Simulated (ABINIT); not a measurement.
# A GW chain in ABINIT: WS2 (Tungstenite), part 2 of 2

Aim: the G0W0 gap of WS2 (Tungstenite) on PBE, step by step.

ABINIT 10.8.3; PBE and many-body steps on it, plane waves. Known limits of the many-body steps: not at the basis limit; screening head approximate; no spin-orbit coupling; coarse k mesh.

So far. Step 2 (Ground state): The gap is indirect, with the least direct gap 0.86 eV higher. Step 3 (Empty states on the mesh, 3×3×1 mesh, 133 bands): On this mesh the gap is 1.305 eV. The earlier step found 0.981 eV, so this mesh misses an edge.

## Step 4: Screening, 3×3×1 mesh, 121 bands, screening to 119.7 eV

The RPA dielectric matrix is built and inverted for each q.

This step: RPA screening on PBE, plane waves, norm-conserving pseudopotentials.

Contents of run.abi:

```
acell 3*1.0 Angstrom
rprim 
  3.153199999992 0.000000000002 0.000000000000
  -1.576599999998 2.730751303206 0.000000000000
  0.000000000000 0.000000000000 12.323000000000
ntypat 2
znucl 74 16
natom 6
typat 1 1 2 2 2 2
xred 
  0.333333333333 0.666666666667 0.250000000000
  0.666666666667 0.333333333333 0.750000000000
  0.333333333333 0.666666666667 0.622500000000
  0.666666666667 0.333333333333 0.122500000000
  0.333333333333 0.666666666667 0.877500000000
  0.666666666667 0.333333333333 0.377500000000
pp_dirpath "pseudos"
pseudos "W.upf, S.upf"
ecut 31
ngkpt 3 3 1
nshiftk 1
shiftk 0 0 0
kptopt 1
chksymbreak 0
istwfk *1
occopt 1
irdwfk 1
optdriver 3
nband 121
ecuteps 4.4
inclvkb 0
awtr 1
symchi 1
indata_prefix "in"
outdata_prefix "out"
tmpdata_prefix "tmp"
```

Started as:

```console
$ OMP_NUM_THREADS=1 mpirun -n 4 abinit run.abi > log
```

Numbers of over 12 decimals in the logs are rounded to 6 here.

Output:

```text
.Version 10.8.3 of ABINIT. v10.8.2 released Aug 2026.

 Symmetries : space group P6_3/m m c (#194); Bravais hP (primitive hexag.)
[... echo of the input left out ...]
== DATASET  1 ==================================================================
-   mpi_nproc: 4, omp_nthreads: 1 (-1 if OMP is not activated)

--- !DatasetInfo
iteration_state: {dtset: 1, }
dimensions: {natom: 6, nkpt: 3, mband: 121, nsppol: 1, nspinor: 1, nspden: 1, mpw: 5917, }
cutoff_energies: {ecut:  31.0, pawecutdg:  -1.0, }
electrons: {nelect:   5.20000000E+01, charge:   0.00000000E+00, occopt:   1.00000000E+00, tsmear:   1.00000000E-02, }

 SCREENING: Calculation of the susceptibility and dielectric matrices

 Based on a program developped by R.W. Godby, V. Olevano, G. Onida, and L. Reining.
 Incorporated in ABINIT by V. Olevano, G.-M. Rignanese, and M. Torrent.
.Using double precision arithmetic ; gwpc =  8

[... cell and pseudopotentials left out ...]
--------------------------------------------------------------------------------

 ==== K-mesh for the wavefunctions ====
 Number of points in the irreducible wedge :     3
[... list of points left out ...]
 Together with 24 symmetry operations and time-reversal symmetry
 yields     9 points in the full Brillouin Zone.

 ==== Q-mesh for the screening function ====
 Number of points in the irreducible wedge :     3
[... list of points left out ...]
 Together with 24 symmetry operations and time-reversal symmetry
 yields     9 points in the full Brillouin Zone.

 setmesh: FFT mesh size selected  =    20x   20x   90
          total number of points  =        36000

 vcoul_init : cutoff-mode = AUXILIARY_FUNCTION
 q-points for optical limit:   1
     1)      0.000010    0.000020    0.000030

- screening: taking advantage of time-reversal symmetry
- Maximum band index for partially occupied states nbvw = 26
- Remaining bands to be divided among processors   nbcw = 95
- Number of bands treated by each node ~23

 Number of electrons calculated from density =   52.0000; Expected =   52.0000
 average of density, n =  0.072620
 r_s =    1.4869
 omega_plasma =   25.9946 [eV]

 calculating chi0 at frequencies [eV] :
  1    0.000000E+00    0.000000E+00
  2    0.000000E+00    2.599465E+01

--------------------------------------------------------------------------------
  q-point number  1        q = ( 0.000000, 0.000000, 0.000000) [r.l.u.]
--------------------------------------------------------------------------------
[... chi0 elements left out ...]
 For q-point:  0.000010 0.000020 0.000030
  dielectric constant =  18.1040
  dielectric constant without local fields =  20.3877

  Average fulfillment of the sum rule on Im[epsilon] for q-point    1 :     76.29  [%]
[... wings left out ...]
  q-point number  2        q = ( 0.333333, 0.000000, 0.000000) [r.l.u.]
--------------------------------------------------------------------------------
[... chi0 elements left out ...]
  Average fulfillment of the sum rule on Im[epsilon] for q-point    2 :     71.53  [%]

 [... 1 further q-points ...]
```

Elapsed: 11 s, on 4 MPI ranks of Arm Neoverse V1, shared host; peak memory 0.68 GiB; 43 s of CPU time.

Numbers from this step:

| Property | Result |
| --- | --- |
| ε∞ with local fields, on this mesh, along the program's q direction | 18.10 |
| the same without local fields | 20.39 |
| plasma frequency | 25.99 eV |
| plane waves in the screening matrix | 315 |

Local fields lower ε∞ by 11 %. On a Γ-centred mesh this coarse the value itself is usually too large, while a short band sum pulls it down.

## Step 5: Self-energy, 3×3×1 mesh, 121 bands, screening to 119.7 eV

The self-energy is evaluated for the states that the input lists, and the levels follow from it, in one-shot runs by the linearised quasiparticle equation.

This step: G0W0 on PBE, plane waves, norm-conserving pseudopotentials.

run.abi, as its differences from that of step 4:

```diff
@@ -27,8 +27,17 @@
 irdwfk 1
-optdriver 3
+optdriver 4
 nband 121
+gwcalctyp 0
+ecutsigx 31
+symsigma 1
+nkptgw 2
+kptgw 
+  0.0000000000 0.0000000000 0.0000000000
+  0.3333333333 0.3333333333 0.0000000000
+bdgw 
+  25 28
+  25 28
 ecuteps 4.4
-inclvkb 0
-awtr 1
-symchi 1
+irdscr 1
+ppmodel 1
 indata_prefix "in"
```

Output:

```text
.Version 10.8.3 of ABINIT. v10.8.2 released Aug 2026.

 Symmetries : space group P6_3/m m c (#194); Bravais hP (primitive hexag.)
[... echo of the input left out ...]
== DATASET  1 ==================================================================
-   mpi_nproc: 4, omp_nthreads: 1 (-1 if OMP is not activated)

--- !DatasetInfo
iteration_state: {dtset: 1, }
dimensions: {natom: 6, nkpt: 3, mband: 121, nsppol: 1, nspinor: 1, nspden: 1, mpw: 5917, }
cutoff_energies: {ecut:  31.0, pawecutdg:  -1.0, }
electrons: {nelect:   5.20000000E+01, charge:   0.00000000E+00, occopt:   1.00000000E+00, tsmear:   1.00000000E-02, }

 SIGMA: Calculation of the GW corrections

 Based on a program developped by R.W. Godby, V. Olevano, G. Onida, and L. Reining.
 Incorporated in ABINIT by V. Olevano, G.-M. Rignanese, and M. Torrent.
.Using double precision arithmetic ; gwpc =  8

[... cell and pseudopotentials left out ...]
--------------------------------------------------------------------------------

 ==== K-mesh for the wavefunctions ====
 Number of points in the irreducible wedge :     3
[... list of points left out ...]
 Together with 24 symmetry operations and time-reversal symmetry
 yields     9 points in the full Brillouin Zone.

 ==== Q-mesh for screening function ====
 Number of points in the irreducible wedge :     3
[... list of points left out ...]
 Together with 24 symmetry operations and time-reversal symmetry
 yields     9 points in the full Brillouin Zone.

 vcoul_init : cutoff-mode = AUXILIARY_FUNCTION
 q-points for optical limit:   1
     1)      0.000010    0.000020    0.000030
 setmesh: FFT mesh size selected  =    25x   25x  120
          total number of points  =        75000

 Number of electrons calculated from density =   52.0000; Expected =   52.0000
 average of density, n =  0.072620
 r_s =    1.4869
 omega_plasma =   25.9946 [eV]

 === KS Band Gaps ===
  >>>> For spin  1
   Minimum direct gap =   1.8369 [eV], located at k-point      :   0.3333  0.3333  0.0000
   Fundamental gap    =   1.3050 [eV], Top of valence bands at :   0.0000  0.0000  0.0000
                                       Bottom of conduction at :   0.3333  0.3333  0.0000
 SIGMA fundamental parameters:
 PLASMON POLE MODEL  1
 number of plane-waves for SigmaX                 5885
 number of plane-waves for SigmaC and W            315
 number of plane-waves for wavefunctions          5885
 number of bands                                   121
 number of independent spin polarizations            1
 number of spinorial components                      1
 number of k-points in IBZ                           3
 number of q-points in IBZ                           3
 number of symmetry operations                      24
 number of k-points in BZ                            9
 number of q-points in BZ                            9
 number of frequencies for dSigma/dE                 9
 frequency step for dSigma/dE [eV]                0.25
 number of omega for Sigma on real axis              0
 max omega for Sigma on real axis  [eV]           0.00
 zcut for avoiding poles [eV]                     0.10

 EPSILON^-1 parameters (SCR file):
 dimension of the eps^-1 matrix on file            315
 dimension of the eps^-1 matrix used               315
 number of plane-waves for wavefunctions          5885
 number of bands                                   121
 number of q-points in IBZ                           3
 number of frequencies                               2
 number of real frequencies                          1
 number of imag frequencies                          1

 matrix elements of self-energy operator (all in [eV])

 Perturbative Calculation

--- !SelfEnergy_ee
iteration_state: {dtset: 1, }
kpoint     : [   0.000,    0.000,    0.000, ]
spin       : 1
KS_gap     :    2.311
QP_gap     :    2.831
Delta_QP_KS:    0.521
data: !SigmaeeData |
     Band     E0 <VxcDFT>   SigX SigC(E0)      Z dSigC/dE  Sig(E)    E-E0       E
       25   8.288 -14.437 -15.680   1.522   0.792  -0.263 -14.217   0.221   8.509
       26   9.509 -15.563 -16.434   1.312   0.788  -0.268 -15.215   0.348   9.857
       27  11.820 -15.231 -10.331  -3.803   0.791  -0.264 -14.363   0.868  12.688
       28  11.820 -15.231 -10.331  -3.803   0.791  -0.264 -14.363   0.868  12.688

--- !SelfEnergy_ee
iteration_state: {dtset: 1, }
kpoint     : [   0.333,    0.333,    0.000, ]
spin       : 1
KS_gap     :    1.837
QP_gap     :    2.569
Delta_QP_KS:    0.732
data: !SigmaeeData |
     Band     E0 <VxcDFT>   SigX SigC(E0)      Z dSigC/dE  Sig(E)    E-E0       E
       25   8.770 -15.016 -16.290   1.621   0.791  -0.265 -14.742   0.275   9.044
       26   8.977 -15.446 -16.647   1.610   0.790  -0.267 -15.123   0.322   9.299
       27  10.814 -16.352 -11.240  -3.778   0.790  -0.266 -15.298   1.054  11.868
       28  10.814 -16.352 -11.240  -3.778   0.790  -0.266 -15.298   1.054  11.868

== END DATASET(S) ==============================================================
================================================================================

 -outvars: echo values of variables after computation  --------
           etotal      0.0000000000E+00
            nband         121
             nkpt           3
          spgroup         194
 [... the other variables as echoed above ...]

 Calculation completed.
```

Wall time 8.7 s (4 MPI ranks); peak memory 0.65 GiB.

This step gave:

```
G0W0 gap on the points computed              : 2.011 eV
starting gap on the mesh                     : 1.305 eV
k of the valence top                         : 0, 0, 0
k of the conduction bottom                   : 0.3333, 0.3333, 0
Z at the valence top                         : 0.788
Z at the conduction bottom                   : 0.79
least direct G0W0 gap on the computed points : 2.569 eV
```

The gap on the mesh goes from 1.31 eV to 2.01 eV, a correction of +0.71 eV. The start differs from the 0.98 eV found before because the two sample other k points.

Limits: finite bands, cutoff and mesh; screening head approximate; no spin-orbit coupling; coarse k mesh. v1 is the top filled band, c1 the lowest empty one. Levels before and after the correction, in eV, zero at the valence-band top of each column:

```tsv
	conduction bottom	valence top
Kohn-Sham	1.31	0.00
G0W0	2.01	0.00
```

```tsv
	level	energy (eV)
Kohn-Sham	Γ v2	-1.221
Kohn-Sham	Γ v1	0.000
Kohn-Sham	Γ c1-c2	2.311
Kohn-Sham	(0.333 0.333 0) v2	-0.739
Kohn-Sham	(0.333 0.333 0) v1	-0.532
Kohn-Sham	(0.333 0.333 0) c1-c2	1.305
G0W0	Γ v2	-1.348
G0W0	Γ v1	0.000
G0W0	Γ c1-c2	2.831
G0W0	(0.333 0.333 0) v2	-0.813
G0W0	(0.333 0.333 0) v1	-0.558
G0W0	(0.333 0.333 0) c1-c2	2.011
```

## Step 6: Where the time went

Times are wall times on the hardware named with each run, good to a factor of about two.

```tsv
step	time	share	memory (GiB)
ground state	41 s	44 %	0.37
empty states on the mesh	32 s	34 %	0.27
screening	11 s	12 %	0.68
self-energy	8.7 s	9 %	0.65
```

## Step 7: Outcome

* PBE gap: 0.98 eV, indirect
* G0W0 gap on the mesh: 2.01 eV
* G0W0 gap over the zone (rigid shift): 1.69 eV
* GW settings: 3×3×1 mesh, 121 bands, screening to 119.7 eV, Godby-Needs plasmon pole
* known limits: not at the basis limit; screening head approximate; no spin-orbit coupling; coarse k mesh

In words: G0W0 moves the gap on the mesh from 1.31 eV to 2.01 eV (+0.71 eV), with Z of 0.79 and 0.79 at the edges. The mesh misses the band edges by 0.32 eV in all; a rigid shift gives 1.69 eV for the zone. Local fields lower the RPA ε∞ on this mesh from 20.39 to 18.10; a Γ-centred mesh this coarse tends to raise both, most where the direct gap is narrow, while a short band sum lowers them. Only 2 of the mesh's irreducible points were corrected, so a valley elsewhere could overtake. Bands and cutoff are finite, so the gap is not at the basis limit. The miss can reach some tenths of an eV and take either sign; the mesh is an error of its own. In the G0W0 run levels were corrected at 2 k points alone, so a gap called «on the mesh» is the least over those, and an edge elsewhere would be missed. A denser mesh or path gives a starting gap of 0.98 eV: the GW mesh misses a band edge, so its gaps are not the fundamental one. The 3×3×1 mesh is coarse for this cell, which bears on the long-range parts of exchange and screening. The long-wavelength limit of the screening leaves out the non-local commutator, which shifts ε∞. The many-body steps are scalar-relativistic: spin-orbit coupling is not in them.

[Paths, hosts, dates, memory and timing lines, banners, echoed tables and standing remarks are left out of the program output.]

[Logs are printed without paths, hosts, clocks, repeated set-up lines and the standing remarks that a program may print on its own settings, such as how far it seeks lower states.]

[Runs of the session that timed out or met a known fault of the program may be left out.]

[Hosts, paths, dates, database ids (printed as entryN), source tags and the programs' standing remarks are cut or masked in the printed files.]

[G0W0 gaps are taken among the corrected bands and points alone; a level outside them can change the order at an edge.]

[Where Ansatz stands beside ABINIT at settings called matched, ABINIT's density can come from a denser mesh and the files from another edition; pairs whose starting gaps differed by over 0.03 eV were left out, so agreement reads better than it is.]
